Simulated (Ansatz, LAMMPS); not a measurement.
# Structural relaxation of Ca2+ TFSI- in dimethyl sulfoxide and ethylene carbonate, from a frame at 400 K (141 atoms), part 3 of 3

Aim: bring Ca2+ TFSI- in dimethyl sulfoxide and ethylene carbonate, from a frame at 400 K (141 atoms) to a nearby minimum of the energy and see what moves.

Ansatz 0.2.0; Kohn-Sham DFT, PBEsol, PAW (set soft_2), plane waves.

The cell: 2 N, 9 S, 31 O, 32 C, 12 F, 54 H and 1 Ca. The network of contacts between molecules at the start is that of the classical potential that made the cell. The functional has no dispersion term. The Brillouin zone is sampled at Γ only, in a cell whose shortest periodic width is 12 Å.

So far. Step 4 (Cell and atoms relaxed): The relaxation changed the energy by -59.9 meV/atom, and atoms moved by 1.4 Å r.m.s., 3.3 Å at most.

**6. Single point at the relaxed geometry**

One more single point at the end of the walk gives the fuller output and checks the residual forces.

File input.yaml:

```yaml
crystal:
  lattice:
    - [12.21286, 0.00791, -0.05128]
    - [0.00791, 12.35826, -0.00336]
    - [-0.05128, -0.00336, 12.183]
  atoms:
    - { symbol: "N", position: [0.53016, 0.13148, 0.73435] }
    - { symbol: S, position: [0.60775, 0.22521, 0.77683] }
    - { symbol: O, position: [0.56765, 0.33481, 0.76351] }
    - { symbol: O, position: [0.66294, 0.20057, 0.8801] }
    - { symbol: C, position: [0.71569, 0.2093, 0.67109] }
    - { symbol: F, position: [0.79306, 0.28407, 0.69076] }
    - { symbol: F, position: [0.67423, 0.2256, 0.57104] }
    - { symbol: F, position: [0.76206, 0.11155, 0.67514] }
    - { symbol: S, position: [0.40654, 0.11851, 0.77069] }
    - { symbol: O, position: [0.37984, 0.17034, 0.87386] }
    - { symbol: O, position: [0.37323, 0.00798, 0.75148] }
    - { symbol: C, position: [0.32676, 0.19555, 0.66511] }
    - { symbol: F, position: [0.35493, 0.16413, 0.56403] }
    - { symbol: F, position: [0.21977, 0.17458, 0.6788] }
    - { symbol: F, position: [0.34203, 0.30198, 0.67406] }
    - { symbol: "N", position: [0.32077, 0.66456, 0.28406] }
    - { symbol: S, position: [0.32525, 0.61104, 0.16652] }
    - { symbol: O, position: [0.34899, 0.69472, 0.08709] }
    - { symbol: O, position: [0.38555, 0.51011, 0.16013] }
    - { symbol: C, position: [0.18164, 0.57171, 0.13129] }
    - { symbol: F, position: [0.17897, 0.53052, 0.02954] }
    - { symbol: F, position: [0.11489, 0.6574, 0.1349] }
    - { symbol: F, position: [0.14477, 0.49646, 0.20061] }
    - { symbol: S, position: [0.32349, 0.60099, 0.39766] }
    - { symbol: O, position: [0.40859, 0.64423, 0.46874] }
    - { symbol: O, position: [0.30874, 0.485, 0.39307] }
    - { symbol: C, position: [0.19497, 0.65469, 0.4589] }
    - { symbol: F, position: [0.10778, 0.63136, 0.39546] }
    - { symbol: F, position: [0.18061, 0.60886, 0.55722] }
    - { symbol: F, position: [0.1997, 0.76199, 0.47195] }
    - { symbol: C, position: [0.66444, 0.51663, 0.20571] }
    - { symbol: S, position: [0.71427, 0.44601, 0.08802] }
    [... 103 atom lines left out ...]
    - { symbol: O, position: [0.06872, 0.09964, 0.01625] }
    - { symbol: H, position: [0.192, 0.8886, 0.92315] }
    - { symbol: H, position: [0.1651, 0.9938, 0.82538] }
    - { symbol: H, position: [0.20463, 0.01859, 0.07457] }
    - { symbol: H, position: [0.23027, 0.1155, 0.96616] }
    - { symbol: Ca, position: [0.74664, 0.15553, 0.05589] }
kpoints:
  mp_grid: { grid: [1, 1, 1] }
hamiltonian:
  xc: pbesol
scf:
  occupations: { method: fixed }
output:
  forces: true
  stress: true
  populations: true
  dos:
    method: { smearing: { sigma: 0.1 } }
    de: 0.1
    projected: { site_lists: { C: [C], Ca: [Ca], F: [F], H: [H], "N": ["N"] } }
  eigenvalues: true
  write_density: true
  write_potential: true
  volumetric_format: npy
  elf: true
```

Launch:

```sh
ansatz run input.yaml --threads 4 --pin off --max-ram 8192MiB --backend cpu --events-out ev --progress --plain --runs-dir out
```

Numbers of over 12 decimals in the logs are rounded to 6 here.

What it wrote:

```text
[...]
Crystal: 141 atoms, lattice volume = 1838.743 Å³
Basis set: ecut = 420 eV, 35935 PW (Γ), exchange–correlation on 180×180×180 points (8 copies of the dense FFT grid, shifted against one another)
Bands: 404, of which v1, the nominal top of the filled ones, is band 263 counted from 1 (262 counted from 0)
Symmetry: 1 space group operations
[...]
k-points: 1
[...]
SCF iter   1: F=—  HF=-46229.630004 eV  |F-HF|=—  |Δ(HF+E_count)|=         —  Δρ=7.27e-3  dr2=9.19e-1  ethr=1.77e-3  ⟨swp⟩=5.0  Hψ=1507  notcnv=0  defer=136
[...]
SCF iter  11: F=-46229.421204 eV  HF=-46229.421204 eV  |F-HF|=2.93e-8  |Δ(HF+E_count)|=   4.44e-8  Δρ=1.35e-6  dr2=3.28e-8  ethr=1.90e-11  ⟨swp⟩=21.0  Hψ=4009  notcnv=0
SCF 1 converged in 11 iterations: F = -46229.421204 eV  dr2 = 3.28e-8
[...]
WARN: The input density's exchange-correlation potential varies sharply where the density is thin. Do not read a vacuum level from v_tot or v_xc, or from such a field of the output density. On a cell that repeats whose density bears no net charge and no dipole along the vacuum's axis use v_es (v_loc + v_h of the components); [...]
SCF converged after 11 iterations
Free energy (F): -46229.421204 eV
[...]
Internal energy: -46229.421204 eV  (E = F + TS)
E sigma→0 (E₀):  -46229.421204 eV
Fermi energy:    0.024249 eV
[...]
--- Forces (eV/Å), atoms counted from 1 ---
  atom   1  N     -0.00022240    -0.00151397     0.01436182
  atom   2  S     -0.00661853     0.03094080    -0.01116011
  atom   3  O      0.00243032    -0.00475872     0.00042645
  atom   4  O      0.00218227    -0.02004850    -0.00244332
  atom   5  C      0.00966131    -0.00306253    -0.00211019
  atom   6  F     -0.00586276    -0.00426663     0.00053018
  atom   7  F     -0.00259961    -0.00148582     0.00305372
  atom   8  F     -0.00441946     0.00701465     0.00169253
  atom   9  S     -0.01392713    -0.00948442     0.01016544
  atom  10  O      0.00918475    -0.01681488    -0.04195187
  atom  11  O      0.00446370     0.03292419     0.00775698
  atom  12  C      0.00182233     0.01062064    -0.02338144
  atom  13  F     -0.01638704     0.01167708     0.04754220
  atom  14  F      0.01586627     0.00335343    -0.00769614
[...]
atom 140  H     -0.00177286    -0.00466939     0.00237868
  atom 141  Ca     0.00515150    -0.00007407     0.00048751
  max |Σ_I F_I| component: 1.08e-4 eV/Å
--- Stress (GPa, compression-positive) ---
        0.019859       0.000079      -0.007004
        0.000079       0.046743      -0.007110
       -0.007004      -0.007110       0.015900
  P = ⅓ Tr σ = 0.0275 GPa (0.275 kbar)
--- Band table (eV) ---
[...]
--- Löwdin populations: 141 sites ---
  site symbol       q [e]
     0      N      5.9062
     1      S      3.8261
     2      O      6.7248
[...]
140     Ca      8.2955
  spilling = 0.015459 (of n_electrons = 526.000000)
```

It took 24 s on 4 threads of Intel Xeon Platinum 8488C (Sapphire Rapids), shared host; peak memory 2.6 GiB; 87 s of CPU time.

The program notes that the exchange-correlation potential is rough where the density is thin.

The run gave:

```
free energy                                      : -46229.4212 eV
free energy per atom                             : -327.8682 eV/atom
SCF cycles                                       : 11
pressure                                         : 0.0275 GPa
r.m.s. force component                           : 0.00815 eV/Å
longest force                                    : 0.05163 eV/Å
Fermi energy                                     : 0.02425 eV
gap (highest filled to lowest empty level) : 4.546 eV
spilling of the projection                       : 0.01546
```

Löwdin charges by element and coordination (they lack the spilled electrons, 0.058 e an atom on average):

```tsv
element	coordination	atoms	mean charge (e)	spread	least	most
C	all	32	-0.0046	0.520	-0.616	0.721
C	3	6	0.714	0.0047	0.709	0.721
C	4	26	-0.171	0.431	-0.616	0.678
Ca	all	1	1.70	0	1.70	1.70
F	all	12	-0.210	0.0062	-0.219	-0.198
H	all	54	0.220	0.0117	0.193	0.241
N	all	2	-0.905	9.0e-4	-0.906	-0.904
O	all	31	-0.507	0.230	-0.834	-0.246
O	1	12	-0.660	0.143	-0.784	-0.41
O	2	19	-0.410	0.221	-0.834	-0.246
S	all	9	1.64	0.485	1.19	2.18
S	3	5	1.20	0.0102	1.19	1.22
S	4	4	2.18	0.0031	2.17	2.18
```

Density of states as counts of states in windows of 1 eV (from the Fermi level), total and the larger projections:

```tsv
from (eV)	to (eV)	total	C p	F p	H s	C s
-18	-17	4.0	0.0	0.0	0.0	0.0
-17	-15	0.0	0.0	0.0	0.0	0.0
-15	-14	9.9	0.5	0.0	1.6	3.3
-14	-13	16.1	1.2	0.6	2.0	6.6
-13	-12	9.5	0.2	1.5	1.8	3.7
-12	-11	20.4	2.9	1.6	2.9	5.4
-11	-10	4.1	1.0	1.5	0.0	0.0
-10	-9	41.6	8.8	12.5	2.3	2.8
-9	-8	1.4	0.4	0.0	0.2	0.1
-8	-7	29.5	9.0	0.7	2.7	0.5
-7	-6	37.3	7.0	12.2	3.8	1.2
-6	-5	75.8	18.7	20.3	7.3	0.3
-5	-4	46.6	14.6	10.8	7.1	0.1
-4	-3	47.0	13.4	0.3	5.5	0.3
-3	-2	30.9	1.9	1.0	1.0	0.3
-2	-1	47.3	5.1	0.7	3.1	0.5
-1	0	8.7	0.8	0.0	0.4	0.1
0	1	1.9	0.2	0.0	0.1	0.0
1	4	0.0	0.0	0.0	0.0	0.0
4	5	14.6	4.5	0.1	1.1	0.7
```

With fixed occupations the program's Fermi level is the highest filled level; weight inside the gap is the broadening of levels at its edges.

Between -26 and -18 eV lie 84 more states.

Not all projections were asked for or kept, so they needn't add up to the total.

The levels nearest the highest filled one (over half full), pooled over k-points and spins:

```tsv
level less the highest filled one (eV)	occupation
-1.12	2
-0.240	2
-0.219	2
-0.187	2
-0.111	2
0	2
4.55	0
4.61	0
4.72	0
4.79	0
4.85	0
4.90	0
```

Valence density in the bc plane at fractional x = 0.327, with atoms of C and F and N and S and O and H within 0.2 Å of it. It is the smooth field of the valence electrons, not physical close to the nuclei.

Ten steps, logarithmic in the rise over the least value, from '0' (0.00 × 1e0 e/Å³) to '9' (8.46 × 1e0 e/Å³), each cell a mean:
```
00000110000000000000000000000000000
00012332100000000000000011110000000
00023554210000000000111235542000000
11124554210000000123332468974100001
44333332100000000245653468974100023
66433332112210000246653345542000135
65433455457641000124432111110000125
22223566689962000012221000000000012
00013566568852000000110000000000000
00025776433310000000000000000000000
00136886310000000000001000000000000
00013554100000000011122210000000000
00000111000000023333444421000011110
00000011100000257765555431000022210
00001234322111368976545431000011110
00001366543211246655556653100000000
00001356543210012222357775210000000
00000134553210000112357775200000000
00000135655431012334456653100000000
00000246666652113555545542100000000
00000245554542113455546665310000000
00000112222110001233446788520001100
00000000000000000011124677420001110
00000000000000000000012333100000000
```
Columns run along b (12.4 Å), rows up along c (12.2 Å). Atoms in or near the plane, at fractional coordinates: C at (0.20, 0.67), F at (0.30, 0.67), N at (0.66, 0.28), S at (0.61, 0.17), S at (0.60, 0.40), O at (0.74, 0.82), H at (0.34, 0.17).

Electrostatic potential energy in the bc plane at fractional x = 0.327, with atoms of C and F and N and S and O and H within 0.2 Å of it. With pseudopotentials it is smooth inside the atoms' cores, unlike the true potential.

Ten even steps from '0' (-41 eV) to '9' (7 eV), each cell a mean:
```
99999999999999999999999999999999999
99999999999999999999999999999999999
99999768999999999999999987799999999
99998778999999999999888840049999999
89887889999999999986578740049999999
46876788999999999985468887799999997
67887754664589999988788999999999998
99987300110049999999999999999999999
99998400342379999999999999999999999
99997214789999999999999999999999999
99995005999999999999999999999999999
99999779999999999999999999999999999
99999999999999999997656899999999999
99999999999999984243001589999988899
99999888899999961011010489999999999
99999734578999996565212479999999999
99999874258999999998760017999999999
99999987678999999998860017999999999
99999986226889999987422479999999999
99999974003228999863010279999999999
99999987667668999874000246999999999
99999999999999999998654101799999999
99999999999999999999998524899999999
99999999999999999999999999999999999
```
Columns run along b (12.4 Å; values clipped at the 3rd and 97th percentile), rows up along c (12.2 Å). Atoms in or near the plane, at fractional coordinates: C at (0.20, 0.67), F at (0.30, 0.67), N at (0.66, 0.28), S at (0.61, 0.17), S at (0.60, 0.40), O at (0.74, 0.82), H at (0.34, 0.17).

Mean Löwdin charges: C -0.00, Ca +1.70, F -0.21, H +0.22, N -0.91, O -0.51 e (they miss 1.5 % of the electrons, so they add up to more than the cell's charge).

A closer look about Ca141, the only Ca atom: 8 atoms, nearest first, numbered in the order of the input, with positions taken from that point.

```tsv
atom	x	y	z	distance (Å)	bonds	Löwdin charge (e)
Ca141	0.00	0.00	0.00	0.00	7	1.70
O64	-0.97	-2.05	-0.48	2.32	2	-0.83
O34	-0.66	2.12	0.69	2.33	2	-0.83
O54	1.27	0.04	1.95	2.33	2	-0.83
O131	1.81	-1.41	-0.74	2.41	2	-0.46
O4	-1.01	0.56	-2.14	2.43	2	-0.78
O121	-1.71	-0.22	1.74	2.45	2	-0.45
O101	1.62	1.54	-1.09	2.48	2	-0.44
```

The column of bonds counts only the pairs H-C within 1.34 Å, C-C within 1.85 Å, C-O within 1.73 Å, C-F within 1.62 Å, C-S within 2.21 Å, O-S within 1.93 Å, O-Ca within 2.88 Å, S-N within 1.98 Å; other neighbours, such as metal atoms beside each other in a compound, aren't counted, and periodic images can show an atom twice.

**7. A run with a doubtful setting**

A doubtful change is made on purpose, to see how the program answers.

This step: Kohn-Sham DFT, PBEsol+U, PAW (set soft_2), plane waves (Ansatz 0.2.0).

File input.yaml:

```yaml
crystal:
  lattice:
    - [12.05544, 0.0, 0.0]
    - [0.0, 12.05544, 0.0]
    - [0.0, 0.0, 12.05544]
  atoms:
    [... the 141 atom lines of step 3 ...]
kpoints:
  mp_grid: { grid: [1, 1, 1] }
hamiltonian:
  xc: pbesol
  hubbard: { sites: [{ species: "N", l: f, u_eff: 4.0 }] }
scf:
  occupations: { method: fixed }
  max_iter: 100
output:
  forces: true
```

What it wrote:

```text
Error: inconsistent input (hamiltonian.hubbard.sites[].l, hamiltonian.hubbard.sites[].shell): the file of N doesn't list 4f, and it can't be added: PBE doesn't bind the shell 4f of the free atom, whose level lies at +1.14 eV. Type an atom or ion with it (hamiltonian.pseudopotentials.projection_atoms), take another file or name another shell
```

Run time: 0.14 s. Hardware: 4 threads; peak memory 0.12 GiB.

The program refused the input before any cycle.

The program's message: “Error: inconsistent input (hamiltonian.hubbard.sites[].l, hamiltonian.hubbard.sites[].shell): the file of N doesn't list 4f, and it can't be added: PBE doesn't bind the shell 4f of the free atom, whos …”

The fault in the input: a U on a shell that isn't there (hamiltonian.hubbard.sites = [{"species": "N", "l": "f", "u_eff": 4.0}]). The fix is to take out hamiltonian.hubbard.sites.

**8. With scf.lower_state_search = "off"**

Changed here: scf.lower_state_search = "off".

This step: Kohn-Sham DFT, PBEsol, PAW (set soft_2), plane waves (Ansatz 0.2.0).

input.yaml, the sections that differ from step 7:

```yaml
hamiltonian:
  xc: pbesol
scf:
  occupations: { method: fixed }
  lower_state_search: "off"
output:
  forces: true
  stress: true
  populations: true
  dos:
    method: { smearing: { sigma: 0.15 } }
    de: 0.1
    projected: { site_lists: { C: [C], Ca: [Ca], F: [F], H: [H], "N": ["N"] } }
  eigenvalues: true
# crystal, kpoints: as in step 7
```

What it wrote:

```text
[...]
Crystal: 141 atoms, lattice volume = 1752.061 Å³
Basis set: ecut = 420 eV, 34265 PW (Γ), exchange–correlation on 162×162×162 points (8 copies of the dense FFT grid, shifted against one another)
Bands: 404, of which v1, the nominal top of the filled ones, is band 263 counted from 1 (262 counted from 0)
Symmetry: 1 space group operations
[...]
k-points: 1
[...]
SCF iter   1: F=—  HF=-46221.329797 eV  |F-HF|=—  |Δ(HF+E_count)|=         —  Δρ=8.22e-3  dr2=1.31e0  ethr=1.77e-3  ⟨swp⟩=4.0  Hψ=1502  notcnv=0  defer=138
[...]
SCF iter  10: F=—  HF=-46220.970151 eV  |F-HF|=—  |Δ(HF+E_count)|=   3.67e-7  Δρ=4.72e-6  dr2=3.84e-7  ethr=2.22e-10  ⟨swp⟩=2.0  Hψ=516  notcnv=0  defer=138
SCF iter  11: F=-46220.970151 eV  HF=-46220.970151 eV  |F-HF|=2.59e-8  |Δ(HF+E_count)|=   3.91e-8  Δρ=1.54e-6  dr2=4.62e-8  ethr=1.90e-11  ⟨swp⟩=18.0  Hψ=2961  notcnv=0
SCF 1 converged in 11 iterations: F = -46220.970151 eV  dr2 = 4.62e-8
[...]
SCF converged after 11 iterations
Free energy (F): -46220.970151 eV
[...]
Internal energy: -46220.970151 eV  (E = F + TS)
E sigma→0 (E₀):  -46220.970151 eV
Fermi energy:    0.742746 eV
[...]
Σ components = -46220.970151   (vs F -46220.970151, Δ=0.00e0)
--- Forces (eV/Å), atoms counted from 1 ---
  atom   1  N     -2.98965745    -2.92771793    -0.04038550
  atom   2  S      1.21624227     4.25619511    -0.20432245
  atom   3  O      1.46703472    -1.58269782     1.10437702
  atom   4  O      0.47104579     0.25990621     0.24558133
[...]
atom 141  Ca    -0.33172160    -0.19129213    -0.14426759
  max |Σ_I F_I| component: 1.36e-4 eV/Å
--- Stress (GPa, compression-positive) ---
       -0.313534       0.005630       0.456658
        0.005630       0.970673       1.024984
        0.456658       1.024984       1.107274
  P = ⅓ Tr σ = 0.5881 GPa (5.881 kbar)
--- Band table (eV) ---
[...]
--- Löwdin populations: 141 sites ---
  site symbol       q [e]
     0      N      5.8642
     1      S      3.8092
     2      O      6.7300
[...]
140     Ca      8.2912
  spilling = 0.015165 (of n_electrons = 526.000000)
```

Run time: 19 s. Hardware: 4 threads; peak memory 2.4 GiB.

Geometry and reference: those of the single point at the start.

Forces differ from those of the single point at the start by 0 meV/Å r.m.s., 0 % of their size. It took 0.80 times the reference's time (shared host, so rough). The change had no effect here: energy, forces and cycles are those of the reference.

**9. What came out**

```
energy change in the relaxation                  : -59.94 meV/atom
r.m.s. displacement                              : 1.427 Å
largest displacement                             : 3.254 Å
free energy per atom                             : -327.8682 eV/atom
pressure                                         : 0.0275 GPa
r.m.s. force component                           : 0.00815 eV/Å
gap (highest filled to lowest empty level) : 4.546 eV
wall time of the 4 DFT runs                      : 15 min
```

In words: Relaxation lowers the energy by 59.9 meV/atom and moves atoms by 1.4 Å r.m.s.; the r.m.s. force component goes from 0.99 to 0.0081 eV/Å, the pressure goes from 0.59 to 0.028 GPa, and the gap from 3.51 to 4.55 eV. Displacements are taken in the final cell, so they leave out its strain. By the final cutoffs no bond was broken or made. The functional lacks dispersion, which holds such a cell together, so the relaxed volume is likely too large. The cell grew by 4.9 % in volume. From the first step to the last the energy fell by 8.451 eV, across changes of basis, and the largest move was 3.25 Å (H119, with 1 other atom within 2 % of it). The O-Ca bonds change most in mean length: from 2.442 Å (spread 0.054) to 2.392 Å (spread 0.061). With the cutoffs above, 81 % of C atoms have 4, all Ca atoms have 7, all F atoms have 1 and all H atoms have 1 bonded neighbour. Between filled and empty levels lie 4.55 eV (at Γ alone); a semilocal functional tends to put such gaps too low. In a disordered cell it changes from sample to sample and from frame to frame.

What to keep in mind: The network of contacts between molecules at the start is that of the classical potential that made the cell; in DFT atoms moved by 1.4 Å r.m.s.

[Logs are printed without paths, hosts, clocks, repeated set-up lines and the standing remarks that a program may print on its own settings, such as how far it seeks lower states.]

[Hosts, paths, dates, database ids (printed as entryN), source tags and the programs' standing remarks are cut or masked in the printed files.]
